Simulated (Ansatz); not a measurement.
Consider Tl2MoBr6 (started from the K2PtCl6 type) (Fm-3m).

The structure was built from a prototype and need not be the compound's stable phase.

```yaml
crystal:
  lattice:
    - [0.00000, 4.94867, 4.94867]
    - [4.94867, 0.00000, 4.94867]
    - [4.94867, 4.94867, 0.00000]
  atoms:
    - { symbol: Tl, position: [0.25000, 0.25000, 0.25000] }
    - { symbol: Tl, position: [0.75000, 0.75000, 0.75000] }
    - { symbol: Mo, position: [0.00000, 0.00000, 0.00000] }
    - { symbol: Br, position: [0.25051, 0.25051, 0.74949] }
    - { symbol: Br, position: [0.74949, 0.74949, 0.25051] }
    - { symbol: Br, position: [0.25051, 0.74949, 0.25051] }
    - { symbol: Br, position: [0.74949, 0.25051, 0.74949] }
    - { symbol: Br, position: [0.74949, 0.25051, 0.25051] }
    - { symbol: Br, position: [0.25051, 0.74949, 0.74949] }
```

The structure was relaxed with LDA. The structure type comes from a generator and need not be one that this composition takes. The structure was generated from a model, not taken from a measurement. The runs that relaxed it are not among those shown. The program's search for lower electronic states was switched off, so nothing shows that the state found is the lowest. Spin-orbit coupling is left out unless a run names it. PAW set soft_2, made with PBE.

A constrained-RPA run (Ansatz 0.2.0; non-magnetic LDA; Mo t2g, bands v1 to c2, 2×2×2 mesh, medium accuracy) builds 3 functions on bands 0.97 eV wide, with 2.0 electrons in the window. The bare on-site interaction is 10.0 eV and the bare J 0.33 eV.

What U and J survive the screening?

On the Mo t2g shell, U = 1.92 eV (19 % of the bare value), U′ = 1.42 eV, J = 0.22 eV.

The parent state is non-magnetic and the interaction static (zero frequency); U depends on the window and the orbitals, so it belongs to this model alone. Spin-orbit coupling, which is strong for atoms this heavy, is left out. Coarse meshes can leave U off its limit, most where the target bands are metallic.

[Paths, hosts, dates, memory and timing lines, banners, echoed tables and standing remarks are left out of the program output.]

[Logs are printed without paths, hosts, clocks, repeated set-up lines and the standing remarks that a program may print on its own settings, such as how far it seeks lower states.]

[Runs of the session that timed out or met a known fault of the program may be left out.]

[Hosts, paths, dates, database ids (printed as entryN), source tags and the programs' standing remarks are cut or masked in the printed files.]
